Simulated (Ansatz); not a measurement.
## LiBeF3 (model cell, started as cubic perovskite with Be in the octahedra): phonons and vibrational spectra

Aim: the vibrations of LiBeF3 (model cell, started as cubic perovskite with Be in the octahedra), their spectra, and whether the structure is stable.

Program: Ansatz 0.2.0. Level of theory: DFT PBE, scalar-relativistic, plane waves, PAW; PAW set soft_1. Results are calculated unless marked as measured.

The structure was built from a prototype and need not be the compound's stable phase.

## (1) The starting structure

Symmetry: Pm-3m, No. 221, cubic system. The conventional cell has a = 3.489 Å, b = 3.489 Å, c = 3.489 Å, α = 90.00°, β = 90.00°, γ = 90.00°. Nearest to Li lie 12 F at 2.47 Å. Nearest to Be lie 6 F at 1.74 Å. F has 2 Be at 1.74 Å nearest. Farther neighbours and most contacts between anions are not listed.

## (2) Relaxation

Harmonic phonons are second derivatives at a point where the forces vanish, and they are wanted at zero stress, so atoms and cell are relaxed first.

Input file input.yaml:

```yaml
crystal:
  lattice:
    - [3.4888, 0.0, 0.0]
    - [0.0, 3.4888, 0.0]
    - [0.0, 0.0, 3.4888]
  atoms:
    - { symbol: Li, position: [0.0, 0.0, 0.0] }
    - { symbol: Be, position: [0.5, 0.5, 0.5] }
    - { symbol: F, position: [0.5, 0.5, 0.0] }
    - { symbol: F, position: [0.5, 0.0, 0.5] }
    - { symbol: F, position: [0.0, 0.5, 0.5] }
kpoints:
  mp_grid: { grid: [6, 6, 6] }
hamiltonian:
  xc: pbe
  pseudopotentials: { kind: paw, azcp: { folder: soft_1 } }
scf:
  occupations: { method: gaussian, width: 0.02 }
output:
  forces: true
  stress: true
  eigenvalues: true
relax:
  adjacent_minimum: "off"
  f_tol: 0.005
  max_steps: 80
  cell: { stress_tol: 0.05 }
```

Command:

```sh
$ ansatz run input.yaml --threads 4 --pin off --max-ram 16384MiB --backend cpu --events-out ev --progress --plain --runs-dir out
```

Numbers of over 12 decimals in the logs are rounded to 6 here.

Log:

```text
Engine: ansatz 0.2.0, aarch64-unknown-linux-gnu
Pseudopotentials: kind: paw
Pseudopotential: Li, paw, valence charge 3, recommended cutoff 420 eV (normal), soft_1/Li.paw.azcp
Pseudopotential: Be, paw, valence charge 2, recommended cutoff 420 eV (normal), soft_1/Be.paw.azcp
Pseudopotential: F, paw, valence charge 7, recommended cutoff 420 eV (normal), soft_1/F.paw.azcp
Functional definition: PBE
  parameter kappa = 0.804
  parameter beta = 0.066725
  exchange = pbe_x(kappa = kappa, mu = beta*pi^2/3)
  correlation = pbe_c(beta = beta)
Crystal: 5 atoms, lattice volume = 42.465 Å³
Basis set: ecut = 420 eV, 799 PW (Γ), exchange–correlation on 48×48×48 points (8 copies of the dense FFT grid, shifted against one another)
Bands: 18, of which v1, the nominal top of the filled ones, is band 13 counted from 1 (12 counted from 0)
Symmetry: 48 space group operations
Space group: Pm-3m (ITA 221), of the structure as read, at distance tolerance 3.5e-5 Å
k-points: 20 of 216
Non-local potential: Li, projectors of the file, l = 0: 3, l = 1: 2, l = 2: 1
Non-local potential: Be, projectors of the file, l = 0: 2, l = 1: 2, l = 2: 1
Non-local potential: F, projectors of the file, l = 0: 2, l = 1: 2, l = 2: 1
PAW form: soft (Blöchl's): semilocal exchange-correlation on the pseudo side does not see the compensation charge
PAW one-centre angular grid: Li, 110 points (default); XC on 96 Gauss nodes
PAW one-centre angular grid: Be, 110 points (default); XC on 64 Gauss nodes
PAW one-centre angular grid: F, 110 points (default); XC on 64 Gauss nodes
Initial density: superposition of atomic densities (chi_scale 0.1, normalization cell, long waves kept (reshape's long-wave potential 0.02 eV rms))
Initial wavefunctions: pseudopotential atomic-orbital guess
Functional: x = pbe(κ = 0.804, μ = 0.219515), c = pbe(β = 0.066725)
SCF iter   1: F=—  HF=-2728.297678 eV  |F-HF|=—  |Δ(HF+E_count)|=         —  Δρ=6.40e-2  dr2=1.00e0  ethr=3.10e-3  ⟨swp⟩=6.0  Hψ=1769  notcnv=0
preconditioner: auto → none  [insulator: Δε(μ)=7.609 eV  Ē_g=19.626 eV  σ=0.020 eV  W_gap=1.00  n_scr=6 (ndim 8)  ℏωp=27.9 eV  f_vac=0.000  D(μ)=0.00/eV (n_scr^D=0)  ε∞_Penn≈3.0]
SCF iter   2: F=—  HF=-2728.385591 eV  |F-HF|=—  |Δ(HF+E_count)|=   8.79e-2  Δρ=2.76e-2  dr2=1.27e-1  ethr=3.10e-3  ⟨swp⟩=2.1  Hψ=789  notcnv=0  defer=20
SCF iter   3: F=—  HF=-2728.402392 eV  |F-HF|=—  |Δ(HF+E_count)|=   1.68e-2  Δρ=1.20e-2  dr2=2.94e-2  ethr=4.89e-4  ⟨swp⟩=2.1  Hψ=603  notcnv=0  defer=20
SCF iter   4: F=—  HF=-2728.417190 eV  |F-HF|=—  |Δ(HF+E_count)|=   1.48e-2  Δρ=7.52e-4  dr2=1.69e-4  ethr=1.13e-4  ⟨swp⟩=2.4  Hψ=681  notcnv=0  defer=20
SCF iter   5: F=—  HF=-2728.417323 eV  |F-HF|=—  |Δ(HF+E_count)|=   1.32e-4  Δρ=1.15e-4  dr2=2.09e-6  ethr=6.51e-7  ⟨swp⟩=2.0  Hψ=676  notcnv=0  defer=20
SCF iter   6: F=—  HF=-2728.416448 eV  |F-HF|=—  |Δ(HF+E_count)|=   8.74e-4  Δρ=3.95e-5  dr2=3.92e-7  ethr=3.85e-10  ⟨swp⟩=9.8  Hψ=1896  notcnv=0
SCF iter   7: F=-2728.416448 eV  HF=-2728.416448 eV  |F-HF|=3.55e-10  |Δ(HF+E_count)|=   1.24e-8  Δρ=4.27e-6  dr2=3.58e-9  ethr=3.85e-10  ⟨swp⟩=5.0  Hψ=1489  notcnv=0
SCF 1 converged in 7 iterations: F = -2728.416448 eV  dr2 = 3.58e-9
  greatest PAW one-centre occupation: 1.000 electrons in one spin orbital (limit 2), on the Li atom at site 0 (counted from 0), in its partial waves of l = 0
relax step   1: F+E_penalty+E_count = -2728.41644833 eV  Δ(F+E_penalty+E_count) = +0.000e0 eV  max|allowed force component| = 2.384e-29 eV/Å  Δτ_max = 0.0000 Å  P = +0.786 GPa  Ω = 42.465 Å³  (7 SCF iters, dr2 threshold 1.00e-7 eV, accepted)
Crystal: 5 atoms, lattice volume = 42.606 Å³
Basis set: ecut = 420 eV, 847 PW (Γ), exchange–correlation on 48×48×48 points (8 copies of the dense FFT grid, shifted against one another)
Initial density: handed on by an earlier stage of this run
Initial wavefunctions: those handed on with the density
iter 1 solved again at ethr=1.16e-7 eV; its pass at ethr=3.10e-3 eV (dr2=3.02e-5 eV) is discarded
SCF iter   1: F=—  HF=-2728.417452 eV  |F-HF|=—  |Δ(HF+E_count)|=         —  Δρ=3.41e-4  dr2=2.88e-5  ethr=1.16e-7  ⟨swp⟩=2.0  Hψ=1868  notcnv=0
preconditioner: auto → none  [insulator: Δε(μ)=7.554 eV  Ē_g=19.625 eV  σ=0.020 eV  W_gap=1.00  n_scr=6 (ndim 8)  ℏωp=27.9 eV  f_vac=0.013  D(μ)=0.00/eV (n_scr^D=0)  ε∞_Penn≈3.0]
SCF iter   2: F=—  HF=-2728.416583 eV  |F-HF|=—  |Δ(HF+E_count)|=   8.70e-4  Δρ=8.60e-5  dr2=2.01e-6  ethr=1.11e-7  ⟨swp⟩=2.0  Hψ=598  notcnv=0
SCF iter   3: F=-2728.416582 eV  HF=-2728.416582 eV  |F-HF|=6.18e-8  |Δ(HF+E_count)|=   4.64e-7  Δρ=3.93e-5  dr2=3.79e-7  ethr=1.92e-9  ⟨swp⟩=5.0  Hψ=1541  notcnv=0
SCF 2 converged in 3 iterations: F = -2728.416582 eV  dr2 = 3.79e-7
relax step   2: F+E_penalty+E_count = -2728.41658218 eV  Δ(F+E_penalty+E_count) = -1.339e-4 eV  max|allowed force component| = 1.063e-29 eV/Å  Δτ_max = 0.0000 Å  P = +0.407 GPa  Ω = 42.606 Å³  energy of the carried Pulay correction = -3.887e-4 eV  (3 SCF iters, dr2 threshold 5.00e-7 eV, accepted)
Crystal: 5 atoms, lattice volume = 42.758 Å³
iter 1 solved again at ethr=1.59e-7 eV; its pass at ethr=3.10e-3 eV (dr2=4.13e-5 eV) is discarded
SCF iter   1: F=—  HF=-2728.417211 eV  |F-HF|=—  |Δ(HF+E_count)|=         —  Δρ=4.00e-4  dr2=4.02e-5  ethr=1.59e-7  ⟨swp⟩=2.0  Hψ=1873  notcnv=0
preconditioner: auto → none  [insulator: Δε(μ)=7.531 eV  Ē_g=19.590 eV  σ=0.020 eV  W_gap=1.00  n_scr=6 (ndim 8)  ℏωp=27.8 eV  f_vac=0.013  D(μ)=0.00/eV (n_scr^D=0)  ε∞_Penn≈3.0]
SCF iter   2: F=—  HF=-2728.416354 eV  |F-HF|=—  |Δ(HF+E_count)|=   8.57e-4  Δρ=1.11e-4  dr2=3.18e-6  ethr=1.55e-7  ⟨swp⟩=2.0  Hψ=591  notcnv=0
SCF iter   3: F=—  HF=-2728.416353 eV  |F-HF|=—  |Δ(HF+E_count)|=   5.43e-7  Δρ=5.15e-5  dr2=6.29e-7  ethr=1.59e-9  ⟨swp⟩=5.0  Hψ=1568  notcnv=0
SCF iter   4: F=-2728.416353 eV  HF=-2728.416353 eV  |F-HF|=1.19e-8  |Δ(HF+E_count)|=   7.15e-8  Δρ=9.29e-6  dr2=1.08e-8  ethr=1.59e-9  ⟨swp⟩=5.0  Hψ=1459  notcnv=0
SCF 3 converged in 4 iterations: F = -2728.416353 eV  dr2 = 1.08e-8
relax step   3: F+E_penalty+E_count = -2728.41635344 eV  Δ(F+E_penalty+E_count) = +2.287e-4 eV  max|allowed force component| = 8.723e-30 eV/Å  Δτ_max = 0.0000 Å  P = -0.003 GPa  Ω = 42.758 Å³  energy of the carried Pulay correction = -8.074e-4 eV  (4 SCF iters, dr2 threshold 4.14e-7 eV, accepted)
[...]
relax step   4: F+E_penalty+E_count = -2728.41748982 eV  Δ(F+E_penalty+E_count) = -1.136e-3 eV  max|allowed force component| = 4.483e-30 eV/Å  Δτ_max = 0.0000 Å  P = +0.053 GPa  Ω = 42.758 Å³  stress off target by 5.28e-2 GPa  SCF on the basis re-selected at this cell (its energy is not comparable with the rows above)  (7 SCF iters)
[...]
relax step   5: F+E_penalty+E_count = -2728.41744041 eV  Δ(F+E_penalty+E_count) = +4.940e-5 eV  max|allowed force component| = 9.805e-30 eV/Å  Δτ_max = 0.0000 Å  P = +0.003 GPa  Ω = 42.777 Å³  energy of the carried Pulay correction = -5.282e-5 eV  (4 SCF iters, dr2 threshold 6.98e-9 eV, accepted)
iter 1 solved again at ethr=2.12e-7 eV; its pass at ethr=3.10e-3 eV (dr2=5.52e-5 eV) is discarded
SCF iter   1: F=—  HF=-2728.418284 eV  |F-HF|=—  |Δ(HF+E_count)|=         —  Δρ=2.66e-5  dr2=2.32e-7  ethr=2.12e-7  ⟨swp⟩=2.8  Hψ=2617  notcnv=0
SCF iter   2: F=—  HF=-2728.417440 eV  |F-HF|=—  |Δ(HF+E_count)|=   8.43e-4  Δρ=3.29e-5  dr2=3.02e-7  ethr=8.94e-10  ⟨swp⟩=3.0  Hψ=700  notcnv=0
SCF iter   3: F=—  HF=-2728.417440 eV  |F-HF|=—  |Δ(HF+E_count)|=   7.21e-8  Δρ=1.40e-5  dr2=6.00e-8  ethr=8.94e-10  ⟨swp⟩=2.8  Hψ=591  notcnv=0
SCF iter   4: F=—  HF=-2728.417440 eV  |F-HF|=—  |Δ(HF+E_count)|=   6.62e-9  Δρ=9.14e-6  dr2=2.56e-8  ethr=2.31e-10  ⟨swp⟩=1.0  Hψ=360  notcnv=0
SCF iter   5: F=—  HF=-2728.417440 eV  |F-HF|=—  |Δ(HF+E_count)|=   2.47e-9  Δρ=6.31e-7  dr2=1.20e-10  ethr=9.84e-11  ⟨swp⟩=2.4  Hψ=593  notcnv=0
SCF iter   6: F=—  HF=-2728.417440 eV  |F-HF|=—  |Δ(HF+E_count)|=  1.46e-11  Δρ=5.33e-7  dr2=8.95e-11  ethr=1.00e-12  ⟨swp⟩=3.4  Hψ=959  notcnv=0
SCF iter   7: F=-2728.417440 eV  HF=-2728.417440 eV  |F-HF|=7.73e-12  |Δ(HF+E_count)|=  1.36e-11  Δρ=2.05e-7  dr2=1.33e-11  ethr=1.00e-12  ⟨swp⟩=2.9  Hψ=1103  notcnv=0
SCF 6 converged in 7 iterations: F = -2728.417440 eV  dr2 = 1.33e-11
relax step   6: F+E_penalty+E_count = -2728.41744042 eV  Δ(F+E_penalty+E_count) = -5.166e-10 eV  max|allowed force component| = 5.243e-30 eV/Å  Δτ_max = 0.0000 Å  P = +0.004 GPa  Ω = 42.777 Å³  stress off target by 3.61e-3 GPa  SCF on the basis re-selected at this cell (its energy is not comparable with the rows above)  (7 SCF iters)
basis re-selected at this cell: Δ(F+E_penalty+E_count) = -5.166e-10 eV, ΔP = +0.001 GPa vs the last step (what re-selecting the basis moved, of the pressure what is left beyond the Pulay correction that the steps carried, after the strain that the cell walked since its last selection, with what the two solves' SCF thresholds leave and, on support functions, any second-order correction that the steps lacked; it is no  [...]
SCF converged after 7 iterations
Free energy (F): -2728.417440 eV
Harris-Foulkes:  -2728.417440 eV  (|F-HF|=7.73e-12)
Internal energy: -2728.417440 eV  (E = F + TS)
E sigma→0 (E₀):  -2728.417440 eV
Fermi energy:    6.014771 eV
--- Per-component energies (eV) ---
  E_band       = -193.802706
  E_kinetic    = 632.526556
  E_local      = -1840.389640  (includes V_loc(G=0)·N_el)
  E_nonlocal   = 245.262527
  E_hartree    = 668.614687
  E_xc         = -261.356280
  E_vxc        = -329.928820  (∫ρ·V_xc dr)
  E_paw        = -698.445832  (= ΣΔE_a)
  E_vpaw       = -238.504875  (= ΣTr[D̂ρ^β])
  E_aug_tail   = 0.002297  (compensation charges beyond the density's cutoff)
  E_ewald      = -1474.631755
  E_smearing   = -0.000000  (= −TS)
  E_closure    = 0.000000  (closes the sum)
  Σ components = -2728.417440   (vs F -2728.417440, Δ=0.00e0)
--- Forces (eV/Å), atoms counted from 1 ---
  atom   1  Li     0.00000000     0.00000000     0.00000000
  atom   2  Be    -0.00000000    -0.00000000    -0.00000000
  atom   3  F      0.00000000     0.00000000    -0.00000000
  atom   4  F     -0.00000000    -0.00000000    -0.00000000
  atom   5  F      0.00000000    -0.00000000     0.00000000
  max |Σ_I F_I| component: 2.15e-30 eV/Å
--- Stress (GPa, compression-positive) ---
        0.003615       0.000000       0.000000
        0.000000       0.003615      -0.000000
        0.000000      -0.000000       0.003615
  P = ⅓ Tr σ = 0.0036 GPa (0.036 kbar)
--- Band table (eV; the first three rows and the last of 20) ---
  k-point 0: bands = [... 9 lower, 1.2150, 1.4818, 1.4818, 1.4818, 9.7792, 14.7542, 17.5192, 17.5192, ... 1 higher]
  k-point 1: bands = [... 9 lower, 1.1261, 1.1315, 1.4283, 1.4283, 10.2228, 15.0133, 15.8312, 17.2581, ... 1 higher]
  k-point 2: bands = [... 9 lower, 0.7470, 0.9526, 1.4149, 1.4149, 11.2569, 14.2208, 15.8279, 16.7827, ... 1 higher]
  k-point 19: bands = [... 9 lower, 1.0244, 2.2503, 2.2503, 2.2503, 13.8442, 14.5158, 14.5158, 14.5158, ... 1 higher]
--- Relaxed structure (4 steps of the walk, 4 accepted, 2 SCFs on fresh bases) ---
  F+E_penalty+E_count = -2728.41744042 eV   max|allowed force component| = 5.243e-30 eV/Å   (the final SCF, on the basis selected at the relaxed cell)
  cell:  # Å, volume = 42.7774 Å³
    - [3.497342, 0, 0]
    - [0, 3.497342, 0.0]
    - [0, 0, 3.497342]
  atoms:
    - { symbol: Li, position: [0, 0, 0] }
    - { symbol: Be, position: [0.5, 0.5, 0.5] }
    - { symbol: F, position: [0.5, 0.5, 0] }
    - { symbol: F, position: [0.5, 0, 0.5] }
    - { symbol: F, position: [0, 0.5, 0.5] }
```

Wall time 2.2 s (4 threads of Arm Neoverse V1, shared host); peak memory 0.3 GiB.

Step by step:

```csv
step,energy less that of the first step (eV),largest force component (eV/Å),pressure (GPa),volume (Å³)
1,0.0000,0.0000,0.79,42.46
2,-0.0001,0.0000,0.41,42.61
3,0.0001,0.0000,0.00,42.76
4*,-0.0010,0.0000,0.05,42.76
5,-0.0010,0.0000,0.00,42.78
6*,-0.0010,0.0000,0.00,42.78
```

Relaxation steps marked * repeat the geometry before them on a plane-wave basis chosen anew for their cell, so energy and pressure can jump there.

The run keeps the 48 symmetry operations that it works with, so distortions that break them were not tested.

```csv
"conventional cell, symmetrised",before,after,change
a (Å),3.489,3.497,+0.2 %
b (Å),3.489,3.497,+0.2 %
c (Å),3.489,3.497,+0.2 %
volume (Å³/atom),8.49,8.56,+0.7 %
```

Final coordinates:

```xyz
5
Lattice="3.4973 0.0000 0.0000 0.0000 3.4973 0.0000 0.0000 0.0000 3.4973" Properties=species:S:1:pos:R:3 pbc="T T T"
Li    0.0000    0.0000    0.0000
Be    1.7487    1.7487    1.7487
F     1.7487    1.7487    0.0000
F     1.7487    0.0000    1.7487
F     0.0000    1.7487    1.7487
```

A gap read on the k-mesh alone can miss the band edges.

Numbers from this step:

```yaml
pressure: 0.003615 GPa
gap_on_the_k_mesh: 7.529 eV
volume_per_atom: 8.555 Å³
direct_gap_on_mesh: 8.297 eV
```

In this step the volume went from 8.49 to 8.56 Å³/atom.

## (3) Tight relaxation

Phonons need a cell at rest on their own settings, so the relaxation is repeated with tight tolerances on forces and stress, using the mesh and the filling of the phonon run that follows.

input.yaml, the sections that differ from step 2:

```yaml
crystal:
  lattice:
    - [3.497342264, 0.0, 0.0]
    - [0.0, 3.497342264, 0.0]
    - [0.0, 0.0, 3.497342264]
  atoms:
    - { symbol: Li, position: [0.0, 0.0, 0.0] }
    - { symbol: Be, position: [0.5, 0.5, 0.5] }
    - { symbol: F, position: [0.5, 0.5, 0.0] }
    - { symbol: F, position: [0.5, 0.0, 0.5] }
    - { symbol: F, position: [0.0, 0.5, 0.5] }
kpoints:
  mp_grid: { grid: [8, 8, 8] }
scf:
  occupations: { method: fixed }
relax:
  adjacent_minimum: "off"
  f_tol: 0.001
  max_steps: 60
  cell: { stress_tol: 0.01 }
# hamiltonian, output: as in step 2
```

Log:

```text
[...]
Crystal: 5 atoms, lattice volume = 42.777 Å³
Basis set: ecut = 420 eV, 847 PW (Γ), exchange–correlation on 48×48×48 points (8 copies of the dense FFT grid, shifted against one another)
Bands: 18, of which v1, the nominal top of the filled ones, is band 13 counted from 1 (12 counted from 0)
Symmetry: 48 space group operations
[...]
k-points: 35 of 512
[...]
cell:  # Å, volume = 42.7774 Å³
    - [3.497342264, 0.0, 0.0]
    - [0.0, 3.497342264, 0.0]
    - [0.0, 0.0, 3.497342264]
  atoms:
    - { symbol: Li, position: [0.0, 0.0, 0.0] }
    - { symbol: Be, position: [0.500000, 0.500000, 0.500000] }
    - { symbol: F, position: [0.500000, 0.500000, 0.0] }
    - { symbol: F, position: [0.500000, 0.0, 0.500000] }
    - { symbol: F, position: [0.0, 0.500000, 0.500000] }
[key lines of the parts left out:]
SCF converged after 8 iterations
Free energy (F): -2728.417276 eV
Fermi energy:    2.250276 eV
P = ⅓ Tr σ = 0.0023 GPa (0.023 kbar)
```

Elapsed: 1.2 s, on 4 threads; peak memory 0.32 GiB; 4.1 s of CPU time.

Little changed from the start: no atom moved by 0.005 Å and no cell edge by 0.1 %.

This step gave:

```yaml
pressure: 0.002321 GPa
```

The forces vanish by symmetry and the pressure is 0.002 GPa, within the tolerances set. The cell now holds 8.56 Å³/atom.

(Part 1 of 2 ends here.)

[Logs are printed without paths, hosts, clocks, repeated set-up lines and the standing remarks that a program may print on its own settings, such as how far it seeks lower states.]

[Hosts, paths, dates, database ids (printed as entryN), source tags and the programs' standing remarks are cut or masked in the printed files.]
